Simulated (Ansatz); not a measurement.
# WS2 monolayer (2H): phonons and vibrational spectra

Wanted: phonon frequencies of WS2 monolayer (2H) and what follows from them.

Calculated with Ansatz 0.2.0; DFT PBEsol, scalar-relativistic, plane waves, PAW.

## Step 1: The starting structure

The cell holds 3 atoms: 1 W and 2 S. Its edges and angles: a = 3.170 Å, b = 3.170 Å, c = 20.000 Å, α = 90.0°, β = 90.0°, γ = 120.0°. Vacuum lies along c.

## Step 2: Relaxation

Harmonic phonons are second derivatives at a point where the forces vanish, and they are wanted at zero stress, so atoms and cell are relaxed first.

The program solves this slab on a cell height of its own, 30.0 Å, in place of the one typed.

File input.yaml:

```yaml
crystal:
  lattice:
    - [3.17, 0.0, 0.0]
    - [-1.585, 2.7453, 0.0]
    - [0.0, 0.0, 20.0]
  atoms:
    - { symbol: W, position: [0.333333, 0.666667, 0.5] }
    - { symbol: S, position: [0.666667, 0.333333, 0.5775] }
    - { symbol: S, position: [0.666667, 0.333333, 0.4225] }
  periodic: [true, true, false]
kpoints:
  mp_grid: { grid: [12, 12, 1] }
hamiltonian:
  xc: pbesol
scf:
  occupations: { method: gaussian, width: 0.02 }
output:
  forces: true
  stress: true
  eigenvalues: true
relax:
  adjacent_minimum: "off"
  f_tol: 0.005
  max_steps: 80
  cell: { stress_2d_tol: 0.02 }
```

Started as:

```bash
ansatz run input.yaml --threads 8 --pin off --max-ram 14336MiB --backend cpu --events-out ev --progress --plain --runs-dir out
```

Numbers of over 12 decimals in the logs are rounded to 6 here.

The log of the run:

```text
Warning: crystal.periodic: the lattice vector that does not repeat stood 0.000° off the slab's normal, 20.000 Å along it as the deck builds it. The run solves the slab on a vector along the normal, 30.000 Å long, with every atom where it was (on the deck's vector they left 16.90 Å outside them, and the widest stretch free of ions among them is 1.55 Å). A fractional position that the run reports is one of the run's ce [...]
Warning: the atoms were moved onto the symmetric positions of the space group found under crystal.symmetry.tolerance 1.0e-5 (fractional; no operation is sought that the atoms, as they stand in a round, miss by more than twice it, and no atom is moved by as much as it), and the run uses the moved positions. Before a round's move an operation carried an atom to 4.23e-6 Å from where it should land, the largest such dist [...]
crystal.periodic: the lattice vector that does not repeat stood 0.000° off the slab's normal, 20.000 Å along it as the deck builds it. The run solves the slab on a vector along the normal, 30.000 Å long, with every atom where it was (on the deck's vector they left 16.90 Å outside them, and the widest stretch free of ions among them is 1.55 Å). A fractional position that the run reports is one of the run's cell, which [...]
Engine: ansatz 0.2.0, aarch64-unknown-linux-gnu
Pseudopotentials: kind: paw
Pseudopotential: W, paw, valence charge 14, recommended cutoff 420 eV (normal), W.paw.azcp
Pseudopotential: S, paw, valence charge 6, recommended cutoff 420 eV (normal), S.paw.azcp
Functional definition: PBEsol
  exchange = pbesol_x
  correlation = pbesol_c
Crystal: 3 atoms, lattice volume = 261.078 Å³
Basis set: ecut = 420 eV, 5057 PW (Γ), exchange–correlation on 48×48×432 points (8 copies of the dense FFT grid, shifted against one another)
Bands: 17, of which v1, the nominal top of the filled ones, is band 13 counted from 1 (12 counted from 0)
Symmetry: 12 space group operations
Space group: P-6m2 (ITA 187), of the structure as read, at distance tolerance 6.4e-5 Å
k-points: 19 of 144 (time reversal used)
Non-local potential: W, projectors of the file, l = 0: 3, l = 1: 2, l = 2: 2, l = 3: 1
Non-local potential: S, projectors of the file, l = 0: 2, l = 1: 2, l = 2: 2
PAW form: soft (Blöchl's): semilocal exchange-correlation on the pseudo side does not see the compensation charge
PAW frozen core: W, regenerated for the run's functional, and the local potential with it (the file was generated under x = pbe(κ = 0.804, μ = 0.219515), c = pbe(β = 0.066725))
PAW frozen core: S, regenerated for the run's functional, and the local potential with it (the file was generated under x = pbe(κ = 0.804, μ = 0.219515), c = pbe(β = 0.066725))
PAW one-centre angular grid: W, 590 points (default); XC on 64 Gauss nodes
PAW one-centre angular grid: S, 110 points (default); XC on 64 Gauss nodes
Initial density: superposition of atomic densities (neutral atoms: chi_scale 0, normalization atom), corrected by the library's trained network
Initial wavefunctions: pseudopotential atomic-orbital guess
Functional: x = pbesol(κ = 0.804, μ = 0.123457), c = pbesol(β = 0.046)
SCF iter   1: F=—  HF=-12029.055658 eV  |F-HF|=—  |Δ(HF+E_count)|=         —  Δρ=4.29e-3  dr2=1.14e-1  ethr=1.77e-3  ⟨swp⟩=16.2  Hψ=3391  notcnv=0
preconditioner: auto → none  [insulator: Δε(μ)=1.680 eV  Ē_g=8.757 eV  σ=0.020 eV  W_gap=1.00  n_scr=16 (ndim 8)  ℏωp=9.8 eV  f_vac=0.766  D(μ)=0.00/eV (n_scr^D=0)  ε∞_Penn≈2.2]
SCF iter   2: F=—  HF=-12029.105090 eV  |F-HF|=—  |Δ(HF+E_count)|=   4.94e-2  Δρ=6.20e-3  dr2=3.71e-1  ethr=4.40e-4  ⟨swp⟩=5.0  Hψ=1083  notcnv=0  recentre
SCF iter   3: F=—  HF=-12029.043953 eV  |F-HF|=—  |Δ(HF+E_count)|=   6.11e-2  Δρ=1.48e-3  dr2=3.84e-3  ethr=4.40e-4  ⟨swp⟩=3.8  Hψ=666  notcnv=0
SCF iter   4: F=—  HF=-12029.047308 eV  |F-HF|=—  |Δ(HF+E_count)|=   3.36e-3  Δρ=3.92e-4  dr2=3.11e-4  ethr=1.48e-5  ⟨swp⟩=4.1  Hψ=1066  notcnv=0
SCF iter   5: F=—  HF=-12029.047445 eV  |F-HF|=—  |Δ(HF+E_count)|=   1.36e-4  Δρ=1.49e-4  dr2=3.25e-5  ethr=1.20e-6  ⟨swp⟩=3.4  Hψ=701  notcnv=0
SCF iter   6: F=—  HF=-12029.047468 eV  |F-HF|=—  |Δ(HF+E_count)|=   2.37e-5  Δρ=3.67e-5  dr2=4.30e-6  ethr=1.25e-7  ⟨swp⟩=3.3  Hψ=700  notcnv=0
SCF iter   7: F=—  HF=-12029.047467 eV  |F-HF|=—  |Δ(HF+E_count)|=   1.03e-6  Δρ=1.14e-5  dr2=3.49e-7  ethr=1.65e-8  ⟨swp⟩=3.7  Hψ=739  notcnv=0
SCF iter   8: F=-12029.047467 eV  HF=-12029.047467 eV  |F-HF|=8.06e-9  |Δ(HF+E_count)|=   8.85e-8  Δρ=2.19e-6  dr2=1.45e-8  ethr=3.85e-10  ⟨swp⟩=12.1  Hψ=2258  notcnv=0
SCF 1 converged in 8 iterations: F = -12029.047467 eV  dr2 = 1.45e-8
  greatest PAW one-centre occupation: 1.000 electrons in one spin orbital (limit 2), on the W atom at site 0 (counted from 0), in its partial waves of l = 0
relax step   1: F+E_penalty+E_count = -12029.04746724 eV  Δ(F+E_penalty+E_count) = +0.000e0 eV  max|allowed force component| = 1.647e-1 eV/Å  Δτ_max = 0.0000 Å  P = -1.048 N/m  Ω = 261.078 Å³  fix = [c, alpha, beta]  reactions: c -0.000 N/m  (8 SCF iters, dr2 threshold 1.00e-7 eV, accepted)
Crystal: 3 atoms, lattice volume = 254.462 Å³
Basis set: ecut = 420 eV, 4925 PW (Γ), exchange–correlation on 48×48×432 points (8 copies of the dense FFT grid, shifted against one another)
Initial density: handed on by an earlier stage of this run
Initial wavefunctions: those handed on with the density
iter 1 solved again at ethr=2.04e-5 eV; its pass at ethr=3.10e-3 eV (dr2=5.31e-3 eV) is discarded
SCF iter   1: F=—  HF=-12029.051440 eV  |F-HF|=—  |Δ(HF+E_count)|=         —  Δρ=1.21e-3  dr2=5.51e-3  ethr=2.04e-5  ⟨swp⟩=4.4  Hψ=3534  notcnv=0
preconditioner: auto → none  [insulator: Δε(μ)=1.968 eV  Ē_g=8.851 eV  σ=0.020 eV  W_gap=1.00  n_scr=16 (ndim 8)  ℏωp=9.9 eV  f_vac=0.764  D(μ)=0.00/eV (n_scr^D=0)  ε∞_Penn≈2.2]
SCF iter   2: F=—  HF=-12029.051122 eV  |F-HF|=—  |Δ(HF+E_count)|=   3.18e-4  Δρ=9.85e-4  dr2=7.65e-3  ethr=2.04e-5  ⟨swp⟩=3.5  Hψ=718  notcnv=0
SCF iter   3: F=—  HF=-12029.050238 eV  |F-HF|=—  |Δ(HF+E_count)|=   8.84e-4  Δρ=5.37e-4  dr2=1.85e-3  ethr=2.04e-5  ⟨swp⟩=3.1  Hψ=699  notcnv=0
SCF iter   4: F=—  HF=-12029.049947 eV  |F-HF|=—  |Δ(HF+E_count)|=   2.91e-4  Δρ=2.49e-4  dr2=2.28e-4  ethr=7.13e-6  ⟨swp⟩=2.2  Hψ=421  notcnv=0
SCF iter   5: F=—  HF=-12029.049905 eV  |F-HF|=—  |Δ(HF+E_count)|=   4.17e-5  Δρ=5.36e-5  dr2=5.11e-6  ethr=8.76e-7  ⟨swp⟩=3.1  Hψ=573  notcnv=0
SCF iter   6: F=—  HF=-12029.049906 eV  |F-HF|=—  |Δ(HF+E_count)|=   1.39e-6  Δρ=1.56e-5  dr2=9.01e-7  ethr=1.97e-8  ⟨swp⟩=3.4  Hψ=740  notcnv=0
SCF iter   7: F=-12029.049906 eV  HF=-12029.049906 eV  |F-HF|=2.80e-8  |Δ(HF+E_count)|=   1.07e-7  Δρ=4.41e-6  dr2=4.63e-8  ethr=1.15e-9  ⟨swp⟩=11.8  Hψ=2160  notcnv=0
SCF 2 converged in 7 iterations: F = -12029.049906 eV  dr2 = 4.63e-8
relax step   2: F+E_penalty+E_count = -12029.04990618 eV  Δ(F+E_penalty+E_count) = -2.439e-3 eV  max|allowed force component| = 2.152e-1 eV/Å  Δτ_max = 0.0334 Å  P = +0.504 N/m  Ω = 254.462 Å³  energy of the carried Pulay correction = +2.204e-4 eV  fix = [c, alpha, beta]  reactions: c +0.000 N/m  (7 SCF iters, dr2 threshold 3.00e-7 eV, accepted)
Crystal: 3 atoms, lattice volume = 257.195 Å³
Basis set: ecut = 420 eV, 4961 PW (Γ), exchange–correlation on 48×48×432 points (8 copies of the dense FFT grid, shifted against one another)
iter 1 solved again at ethr=4.18e-6 eV; its pass at ethr=3.10e-3 eV (dr2=1.09e-3 eV) is discarded
SCF iter   1: F=—  HF=-12029.055054 eV  |F-HF|=—  |Δ(HF+E_count)|=         —  Δρ=5.77e-4  dr2=9.50e-4  ethr=4.18e-6  ⟨swp⟩=4.2  Hψ=3420  notcnv=0
preconditioner: auto → none  [insulator: Δε(μ)=1.929 eV  Ē_g=8.846 eV  σ=0.020 eV  W_gap=1.00  n_scr=16 (ndim 8)  ℏωp=9.8 eV  f_vac=0.766  D(μ)=0.00/eV (n_scr^D=0)  ε∞_Penn≈2.2]
SCF iter   2: F=—  HF=-12029.054861 eV  |F-HF|=—  |Δ(HF+E_count)|=   1.93e-4  Δρ=3.28e-4  dr2=5.96e-4  ethr=3.65e-6  ⟨swp⟩=2.6  Hψ=487  notcnv=0
SCF iter   3: F=—  HF=-12029.054873 eV  |F-HF|=—  |Δ(HF+E_count)|=   1.24e-5  Δρ=2.73e-4  dr2=6.61e-4  ethr=2.29e-6  ⟨swp⟩=3.0  Hψ=621  notcnv=0
SCF iter   4: F=—  HF=-12029.054761 eV  |F-HF|=—  |Δ(HF+E_count)|=   1.12e-4  Δρ=8.76e-5  dr2=8.71e-6  ethr=2.29e-6  ⟨swp⟩=2.3  Hψ=432  notcnv=0
SCF iter   5: F=—  HF=-12029.054750 eV  |F-HF|=—  |Δ(HF+E_count)|=   1.13e-5  Δρ=2.18e-5  dr2=1.93e-6  ethr=3.35e-8  ⟨swp⟩=3.6  Hψ=803  notcnv=0
SCF iter   6: F=-12029.054750 eV  HF=-12029.054750 eV  |F-HF|=2.46e-7  |Δ(HF+E_count)|=   2.64e-7  Δρ=6.37e-6  dr2=2.71e-7  ethr=1.15e-9  ⟨swp⟩=9.2  Hψ=2347  notcnv=0
SCF 3 converged in 6 iterations: F = -12029.054750 eV  dr2 = 2.71e-7
relax step   3: F+E_penalty+E_count = -12029.05474970 eV  Δ(F+E_penalty+E_count) = -4.844e-3 eV  max|allowed force component| = 1.011e-2 eV/Å  Δτ_max = 0.0163 Å  P = -0.058 N/m  Ω = 257.195 Å³  energy of the carried Pulay correction = +1.287e-4 eV  fix = [c, alpha, beta]  reactions: c -0.000 N/m  (6 SCF iters, dr2 threshold 3.00e-7 eV, accepted)
[...]
relax step   4: F+E_penalty+E_count = -12029.05476185 eV  Δ(F+E_penalty+E_count) = -1.215e-5 eV  max|allowed force component| = 1.278e-3 eV/Å  Δτ_max = 0.0002 Å  P = -0.008 N/m  Ω = 257.107 Å³  energy of the carried Pulay correction = +1.316e-4 eV  fix = [c, alpha, beta]  reactions: c -0.000 N/m  (4 SCF iters, dr2 threshold 6.38e-9 eV, accepted)
Initial wavefunctions: pseudopotential atomic-orbital guess (no wavefunctions were taken with the density)
iter 1 solved again at ethr=1.91e-7 eV; its pass at ethr=3.10e-3 eV (dr2=4.97e-5 eV) is discarded
SCF iter   1: F=—  HF=-12029.054657 eV  |F-HF|=—  |Δ(HF+E_count)|=         —  Δρ=1.01e-5  dr2=4.28e-8  ethr=1.91e-7  ⟨swp⟩=6.7  Hψ=5112  notcnv=0
preconditioner: auto → none  [insulator: Δε(μ)=1.936 eV  Ē_g=8.852 eV  σ=0.020 eV  W_gap=1.00  n_scr=16 (ndim 8)  ℏωp=9.8 eV  f_vac=0.766  D(μ)=0.00/eV (n_scr^D=0)  ε∞_Penn≈2.2]
SCF iter   2: F=—  HF=-12029.054639 eV  |F-HF|=—  |Δ(HF+E_count)|=   1.81e-5  Δρ=5.19e-6  dr2=2.11e-8  ethr=1.65e-10  ⟨swp⟩=5.1  Hψ=1052  notcnv=0
SCF iter   3: F=—  HF=-12029.054639 eV  |F-HF|=—  |Δ(HF+E_count)|=   1.10e-8  Δρ=3.29e-6  dr2=6.94e-8  ethr=8.12e-11  ⟨swp⟩=3.5  Hψ=650  notcnv=0  recentre
SCF iter   4: F=—  HF=-12029.054639 eV  |F-HF|=—  |Δ(HF+E_count)|=   9.85e-9  Δρ=4.29e-7  dr2=2.62e-10  ethr=8.12e-11  ⟨swp⟩=2.6  Hψ=562  notcnv=0
SCF iter   5: F=—  HF=-12029.054639 eV  |F-HF|=—  |Δ(HF+E_count)|=  1.64e-11  Δρ=2.30e-7  dr2=4.36e-11  ethr=1.01e-12  ⟨swp⟩=3.9  Hψ=771  notcnv=0
SCF iter   6: F=—  HF=-12029.054639 eV  |F-HF|=—  |Δ(HF+E_count)|=  4.37e-11  Δρ=5.00e-8  dr2=3.43e-12  ethr=1.00e-12  ⟨swp⟩=11.9  Hψ=2770  notcnv=0
SCF iter   7: F=-12029.054639 eV  HF=-12029.054639 eV  |F-HF|=9.09e-12  |Δ(HF+E_count)|=  2.91e-11  Δρ=1.75e-8  dr2=5.58e-13  ethr=1.00e-12  ⟨swp⟩=8.2  Hψ=1722  notcnv=0
SCF 5 converged in 7 iterations: F = -12029.054639 eV  dr2 = 5.58e-13
relax step   5: F+E_penalty+E_count = -12029.05463893 eV  Δ(F+E_penalty+E_count) = +1.229e-4 eV  max|allowed force component| = 1.196e-3 eV/Å  Δτ_max = 0.0000 Å  P = -0.009 N/m  Ω = 257.107 Å³  fix = [c, alpha, beta]  reactions: c -0.000 N/m  stress off target by 8.89e-3 N/m on what of the cell is left free  SCF on the basis re-selected at this cell (its energy is not comparable with the rows above)  (7 SCF iters)
basis re-selected at this cell: Δ(F+E_penalty+E_count) = +1.229e-4 eV, ΔP = -0.001 N/m vs the last step (what re-selecting the basis moved, of the pressure what is left beyond the Pulay correction that the steps carried, after the strain that the cell walked since its last selection, with what the two solves' SCF thresholds leave and, on support functions, any second-order correction that the steps lacked; it is no m [...]
SCF converged after 7 iterations
Free energy (F): -12029.054639 eV
Harris-Foulkes:  -12029.054639 eV  (|F-HF|=9.09e-12)
Internal energy: -12029.054639 eV  (E = F + TS)
E sigma→0 (E₀):  -12029.054639 eV
Fermi energy:    -4.771863 eV
--- Per-component energies (eV) ---
  E_band       = -623.232926
  E_kinetic    = 666.954156
  E_local      = -44889.413148  (includes V_loc(G=0)·N_el)
  E_nonlocal   = 60.299415
  E_hartree    = 22045.607506
  E_xc         = -458.640477
  E_vxc        = -414.866274  (∫ρ·V_xc dr)
  E_paw        = -9604.534170  (= ΣΔE_a)
  E_vpaw       = -137.422034  (= ΣTr[D̂ρ^β])
  E_aug_tail   = -0.000066  (compensation charges beyond the density's cutoff)
  E_ewald      = 20150.326453
  E_core_change = 0.345691  (= ΣΔE_core)
  E_smearing   = -0.000000  (= −TS)
  E_closure    = 0.000000  (closes the sum)
  Σ components = -12029.054639   (vs F -12029.054639, Δ=0.00e0)
--- Forces (eV/Å), atoms counted from 1 ---
  atom   1  W     -0.00000000     0.00000000    -0.00000000
  atom   2  S      0.00000000    -0.00000000    -0.00119617
  atom   3  S     -0.00000000    -0.00000000     0.00119617
  max |Σ_I F_I| component: 1.16e-17 eV/Å
--- 2D stress c σ (N/m, compression-positive) ---
       -0.008894       0.000000       0.000000
        0.000000      -0.008894      -0.000000
        0.000000      -0.000000      -0.000000
  P = ½ c Tr σ = -0.0089 N/m
--- Band table (eV; the first three rows and the last of 19) ---
  k-point 0: bands = [... 9 lower, -7.9207, -7.3089, -7.3089, -5.8653, -2.7497, -2.7497, -2.5722, -2.5722]
  k-point 1: bands = [... 9 lower, -8.3145, -7.4983, -7.1240, -5.9143, -2.8852, -2.8608, -2.6829, -2.5259]
  k-point 2: bands = [... 9 lower, -8.1454, -7.9378, -7.1262, -6.1606, -3.3445, -2.9209, -2.8564, -2.0160]
  k-point 18: bands = [... 9 lower, -9.6373, -9.0473, -8.1385, -5.7399, -3.8039, -2.4360, -1.5754, 0.0261]
--- Relaxed structure (4 steps of the walk, 4 accepted, 1 SCFs on fresh bases) ---
  F+E_penalty+E_count = -12029.05463893 eV   max|allowed force component| = 1.196e-3 eV/Å   (the final SCF, on the basis selected at the relaxed cell)
  cell:  # Å, volume = 257.1069 Å³
    - [3.145798, 0.0, 0]
    - [-1.572899, 2.724341, 0]
    - [0, 0, 30.0]
  atoms:
    - { symbol: W, position: [0.333333, 0.666667, 0.333333] }
    - { symbol: S, position: [0.666667, 0.333333, 0.385562] }
    - { symbol: S, position: [0.666667, 0.333333, 0.281105] }
```

The job ended after 8.1 s (8 threads of Arm Neoverse V1, shared host; peak memory 0.68 GiB; 58 s of CPU time).

Step by step:

```csv
step,energy less that of the first step (eV),largest force component (eV/Å),volume (Å³)
1,0.0000,0.1647,261.08
2,-0.0024,0.2152,254.46
3,-0.0073,0.0101,257.19
4,-0.0073,0.0013,257.11
5*,-0.0072,0.0012,257.11
```

Relaxation steps marked * repeat the geometry before them on a plane-wave basis chosen anew for their cell, so energy and pressure can jump there.

Forces are held to the 12 operations that the run works with; a distortion that breaks them can't arise in this run.

```csv
cell as run,before,after,change
a (Å),3.170,3.146,-0.8 %
b (Å),3.170,3.146,-0.8 %
```

The atoms that moved most (Å, along periodic axes as changes of fractional coordinates times the final cell, across vacuum about the mean position):

```csv
atom,dx,dy,dz,length
S2,0.000,0.000,0.017,0.017
S3,0.000,0.000,-0.017,0.017
```

The relaxed structure:

```xyz
3
Lattice="3.1458 0.0000 0.0000 -1.5729 2.7243 0.0000 0.0000 0.0000 30.0000" Properties=species:S:1:pos:R:3
W     0.0000    1.8162   10.0000
S     1.5729    0.9081   11.5669
S     1.5729    0.9081    8.4331
```

Numbers from this step:

* gap on the k-mesh: 1.936 eV
* direct gap on mesh: 1.936 eV
* area per atom: 2.857 Å²

The relaxation ends with a largest force component of 0.0012 eV/Å.

## Step 3: Bringing the structure to rest

The relaxation is repeated from its end on the same settings, as a check that it has come to rest.

input.yaml, the sections that differ from step 2:

```yaml
crystal:
  lattice:
    - [3.145798392, 0.0, 0.0]
    - [-1.572899196, 2.7243413227, 0.0]
    - [0.0, 0.0, 30.0]
  atoms:
    - { symbol: W, position: [0.3333333333, 0.6666666667, 0.3333333333] }
    - { symbol: S, position: [0.6666666667, 0.3333333333, 0.3855617521] }
    - { symbol: S, position: [0.6666666667, 0.3333333333, 0.2811049146] }
  periodic: [true, true, false]
output:
  forces: true
  stress: true
  eigenvalues: true
  write_density: true
  write_potential: true
  elf: true
  volumetric_format: npy
# kpoints, hamiltonian, scf, relax: as in step 2
```

The log of the run:

```text
[...]
Crystal: 3 atoms, lattice volume = 257.107 Å³
Basis set: ecut = 420 eV, 4961 PW (Γ), exchange–correlation on 48×48×432 points (8 copies of the dense FFT grid, shifted against one another)
Bands: 17, of which v1, the nominal top of the filled ones, is band 13 counted from 1 (12 counted from 0)
Symmetry: 12 space group operations
[...]
--- Relaxed structure (1 steps of the walk, 1 accepted, 1 SCFs on fresh bases) ---
[...]
cell:  # Å, volume = 257.1069 Å³
    - [3.145798, 0.0, 0.0]
    - [-1.572899, 2.724341, 0.0]
    - [0.0, 0.0, 30.0]
  atoms:
    - { symbol: W, position: [0.333333, 0.666667, 0.333333] }
    - { symbol: S, position: [0.666667, 0.333333, 0.385562] }
    - { symbol: S, position: [0.666667, 0.333333, 0.281105] }
[key lines of the parts left out:]
SCF converged after 6 iterations
Free energy (F): -12029.054639 eV
Fermi energy:    -4.771863 eV
P = ½ c Tr σ = -0.0089 N/m
```

The job ended after 4.3 s (8 threads; peak memory 0.66 GiB).

Little changed from the start: no atom moved by 0.005 Å and no cell edge by 0.1 %.

[end of part 1 of 3]

[Logs are printed without paths, hosts, clocks, repeated set-up lines and the standing remarks that a program may print on its own settings, such as how far it seeks lower states.]

[Hosts, paths, dates, database ids (printed as entryN), source tags and the programs' standing remarks are cut or masked in the printed files.]
